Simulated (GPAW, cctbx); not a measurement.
## Al3GaSb4: the scripts behind a bonding study

Short scripts, each with its output. The cell is our own: ordered zincblende alloy in the eight-atom cube, 3 of 4 Ga sites given to Al.

**1. Build the all-electron density and subtract free atoms**

```text
cell
1.0
     6.221740120    0.000000000    0.000000000
     0.000000000    6.221740120    0.000000000
     0.000000000    0.000000000    6.221740120
Sb Ga Al
4 1 3
Direct
0.249738450 0.249738450 0.750261550
0.249738450 0.750261550 0.249738450
0.750261550 0.249738450 0.249738450
0.750261550 0.750261550 0.750261550
0.500000000 0.500000000 0.500000000
0.000000000 0.000000000 0.500000000
0.000000000 0.500000000 0.000000000
0.500000000 0.000000000 0.000000000
```

```python
import numpy as np
from ase.io import read
from ase.units import Bohr
from gpaw import GPAW, PW, FermiDirac
from gpaw.calculator import GPAW as OldGPAW
from gpaw.mpi import serial_comm, world
from scipy.special import erfc
from scipy.spatial import cKDTree

atoms = read("cell.vasp")
atoms.calc = GPAW(mode=PW(600), xc="PBE", kpts={"size": (4, 4, 4), "gamma": True},
                 occupations=FermiDirac(0.02), maxiter=160, symmetry={"tolerance": 1e-5}, txt="scf.txt")
atoms.get_potential_energy()
rho = atoms.calc.get_all_electron_density(gridrefinement=2)
moments = atoms.get_magnetic_moments() if atoms.calc.get_number_of_spins() == 2 else np.zeros(len(atoms))
total = atoms.get_magnetic_moment() if moments.any() else 0.0
if world.rank == 0:
    free = OldGPAW(mode=PW(600), xc="PBE", txt=None, communicator=serial_comm)
    neutral = atoms.copy()
    neutral.set_initial_magnetic_moments(None)
    free.initialize(neutral)
    free.set_positions(neutral)
    drho = rho - free.get_all_electron_density(gridrefinement=2)
    # GPAW starts from confined atoms: exchange their smooth part for that of the datasets' free atoms
    h = np.stack(np.meshgrid(*[np.fft.fftfreq(n, 1 / n) for n in drho.shape], indexing="ij"), -1)
    gabs = np.linalg.norm(h @ atoms.cell.reciprocal(), axis=-1)
    tails = np.fft.fftn(free.get_pseudo_density(gridrefinement=2))
    g, form, v0 = np.linspace(0, gabs.max(), 1500), {}, 0
    for e in set(atoms.symbols):
        idx = atoms.symbols.search(e)
        d = free.setups[idx[0]].data
        r, w = d.rgd.r_g * Bohr, d.rgd.r_g**2 * d.rgd.dr_g
        j0 = np.sinc(2 * g[:, None] * r)
        smooth = sum(f * p**2 for f, p in zip(d.f_j, d.phit_jg)) + np.sqrt(4 * np.pi) * d.nct_g
        full = sum(f * p**2 for f, p in zip(d.f_j, d.phi_jg)) + np.sqrt(4 * np.pi) * d.nc_g
        phase = sum(np.exp(-2j * np.pi * h @ s) for s in atoms.get_scaled_positions()[idx])
        tails -= np.interp(gabs, g, j0 @ (smooth * w)) * phase * drho.size / atoms.get_volume()
        form[e] = j0 @ (full * w)
        v0 += 2 * np.pi / 3 * 14.3996 * (full * w * r**2).sum() * len(idx)  # V A^3
    tails *= 0.5 * erfc((gabs - 1.8) / 0.25)  # the tails differ at long wavelengths alone
    drho += np.fft.ifftn(tails).real  # crystal minus superposed spherical free atoms
    np.save("drho.npy", drho)
    dv = atoms.get_volume() / drho.size
    print("grid", drho.shape, " electrons %.3f" % (rho.sum() * dv), " moved by bonding %.3f e" % (abs(drho).sum() * dv / 2))
    pts = np.indices(drho.shape).reshape(3, -1).T / drho.shape @ atoms.cell
    shifts = (np.indices((3, 3, 3)).reshape(3, -1).T - 1) @ atoms.cell
    images = (atoms.positions[None] + shifts[:, None]).reshape(-1, 3)
    dist, idx = cKDTree(images).query(pts, k=4)
    out = drho.ravel()[dist[:, 0] > 0.5]
    print("deformation density beyond 0.5 A of the nuclei: max %.3f, min %.3f e/A^3" % (out.max(), out.min()))
    tie = dist < dist[:, :1] + 1e-4
    q = -np.bincount((idx % len(atoms))[tie], (drho.ravel()[:, None] / tie.sum(1, keepdims=True) * tie)[tie], len(atoms)) * dv
    print("atom        x       y       z   Voronoi charge  moment")
    for a, s, c, m in zip(atoms, atoms.get_scaled_positions(), q, moments):
        print("%-2s%-3d %7.4f %7.4f %7.4f %10.3f %10.2f" % (a.symbol, a.index + 1, *s, c, m))
    np.savez("free.npz", g=g, **form)
    print("mean inner potential of superposed free atoms %.3f V" % (v0 / atoms.get_volume()))
    print("total magnetic moment %.3f muB" % total)
```

```console
$ OMP_NUM_THREADS=1 mpirun -n 4 gpaw python run.py > gpaw.log
```

```text
grid (72, 72, 72)  electrons 274.000  moved by bonding 1.939 e
deformation density beyond 0.5 A of the nuclei: max 0.118, min -0.065 e/A^3
atom        x       y       z   Voronoi charge  moment
Sb1    0.2497  0.2497  0.7503     -0.081       0.00
Sb2    0.2497  0.7503  0.2497     -0.081       0.00
Sb3    0.7503  0.2497  0.2497     -0.081       0.00
Sb4    0.7503  0.7503  0.7503     -0.081       0.00
Ga5    0.5000  0.5000  0.5000      0.043       0.00
Al6    0.0000  0.0000  0.5000      0.094       0.00
Al7    0.0000  0.5000  0.0000      0.094       0.00
Al8    0.5000  0.0000  0.0000      0.094       0.00
mean inner potential of superposed free atoms 13.643 V
total magnetic moment 0.000 muB
```

Time: 27 s on 4 cores of Arm Neoverse V2 (shared host), peak memory 1.1 GiB.

**2. Fourier-transform the difference**

```python
from cctbx import adptbx, crystal, miller, xray
from cctbx.eltbx import tiny_pse
import numpy as np

cs = crystal.symmetry(unit_cell=(6.2217, 6.2217, 6.2217, 90, 90, 90), space_group_symbol='Hall: P -4 2 3')  # P-43m
atoms = [  # label, site, U (iso, or U11 U22 U33 U12 U13 U23 in A^2), occupancy
    ("Sb1", (0.24974, 0.24974, 0.75026), 0.0000, 1),
    ("Ga1", (0.5, 0.5, 0.5), 0.0000, 1),
    ("Al1", (0, 0, 0.5), 0.0000, 1),
]
xs = xray.structure(crystal_symmetry=cs)
for label, site, u, occ in atoms:
    u = adptbx.u_cif_as_u_star(cs.unit_cell(), u) if isinstance(u, tuple) else u
    xs.add_scatterer(xray.scatterer(label, site=site, u=u, occupancy=occ))
xs.scattering_type_registry(table="wk1995")
drho = np.load("drho.npy")
T = np.array([[1, 0, 0], [0, 1, 0], [0, 0, 1]])  # conventional axes in terms of the primitive ones
dF = np.fft.ifftn(drho) * 240.84387  # electrons a conventional cell, indexed by primitive hkl
ms = miller.build_set(cs, anomalous_flag=False, d_min=0.9).sort("resolution")
iam = ms.structure_factors_from_scatterers(xs, algorithm="direct").f_calc()
p1 = xs.expand_to_p1()
z = np.array([tiny_pse.table(sc.scattering_type).atomic_number() for sc in p1.scatterers()])
x = np.array(p1.sites_frac())
free = np.load("free.npz")
print("static structure factors of the conventional cell: F in electrons, V (Mott-Bethe) in volts")
print("   h  k  l      d  |F| table  |F| free   |F| DFT   change   |V| free  |V| DFT  change %")
for h, d, table in list(zip(ms.indices(), ms.d_spacings().data(), iam.data()))[:26]:
    df = dF[tuple(np.rint(np.linalg.solve(T, h)).astype(int))]
    phase = np.exp(2j * np.pi * x @ h)
    f = sum(np.interp(1 / d, free["g"], free[sc.scattering_type]) * p for sc, p in zip(p1.scatterers(), phase))
    fz = (z * phase).sum()
    c = 14.3996 * d * d / (np.pi * cs.unit_cell().volume())
    v0, v1 = abs(fz - f) * c, abs(fz - f - df) * c
    print("%4d%3d%3d %7.4f %9.3f %9.3f %9.3f %8.3f %9.3f %8.3f %8s" % (h + (d, abs(table), abs(f), abs(f + df), abs(f + df) - abs(f), v0, v1, "%.1f" % (100 * (v1 / v0 - 1)) if v0 > 0.02 else "-")))
```

```console
$ python run.py
```

```text
static structure factors of the conventional cell: F in electrons, V (Mott-Bethe) in volts
   h  k  l      d  |F| table  |F| free   |F| DFT   change   |V| free  |V| DFT  change %
   0  1  0  6.2217    17.349    17.329    17.322   -0.007     0.249    0.254      2.2
   0  1  1  4.3994    17.281    17.270    17.255   -0.015     0.269    0.274      2.0
   1  1  1  3.5921   188.181   188.283   188.922    0.640     6.776    6.618     -2.3
   0  2  0  3.1108   117.602   117.591   117.781    0.190     3.022    2.987     -1.2
   0  2  1  2.7824    16.442    16.427    16.436    0.009     0.281    0.280     -0.5
   1  2  1  2.5400    15.841    15.811    15.822    0.011     0.270    0.269     -0.5
   0  2  2  2.1997   207.709   207.661   207.158   -0.503     6.109    6.155      0.8
   1  2  2  2.0739    14.666    14.592    14.586   -0.006     0.252    0.252      0.2
   0  3  0  2.0739    15.674    15.601    15.603    0.002     0.278    0.278     -0.1
   0  3  1  1.9675    14.635    14.553    14.574    0.021     0.254    0.252     -0.6
   1  3  1  1.8759   156.177   156.119   155.507   -0.612     3.998    4.041      1.1
   2  2  2  1.7961    99.720    99.837    99.763   -0.074     2.097    2.103      0.3
   0  3  2  1.7256    13.146    13.054    13.054   -0.001     0.224    0.224      0.0
   1  3  2  1.6628    13.618    13.527    13.513   -0.014     0.236    0.237      0.3
   0  4  0  1.5554   181.246   181.009   180.696   -0.312     4.281    4.296      0.3
   2  3  2  1.5090    13.597    13.517    13.509   -0.008     0.238    0.238      0.1
   0  4  1  1.5090    12.711    12.631    12.640    0.009     0.218    0.218     -0.2
   1  4  1  1.4665    12.754    12.679    12.682    0.003     0.220    0.220     -0.1
   0  3  3  1.4665    12.727    12.651    12.643   -0.008     0.219    0.219      0.1
   1  3  3  1.4274   138.474   138.346   138.592    0.246     3.003    2.993     -0.3
   0  4  2  1.3912    89.141    89.217    89.155   -0.061     1.649    1.652      0.1
   1  4  2  1.3577    12.353    12.292    12.295    0.004     0.212    0.212     -0.1
   2  3  3  1.3265    11.968    11.911    11.916    0.005     0.204    0.204     -0.1
   2  4  2  1.2700   163.070   162.859   163.032    0.173     3.411    3.406     -0.2
   0  4  3  1.2443    12.064    12.019    12.023    0.004     0.206    0.206     -0.1
   0  5  0  1.2443    10.461    10.416    10.427    0.011     0.174    0.174     -0.2
```

Time: 0.29 s on 1 core of Arm Neoverse V2 (shared host), peak memory 0.09 GiB.

[Outputs are excerpts: Python notices, other lines and further rows are left out; steps that failed or that the build refused (PBEsol, TPSS) are not shown.]

[Logs are printed without paths, hosts, clocks, repeated set-up lines and the standing remarks that a program may print on its own settings, such as how far it seeks lower states.]
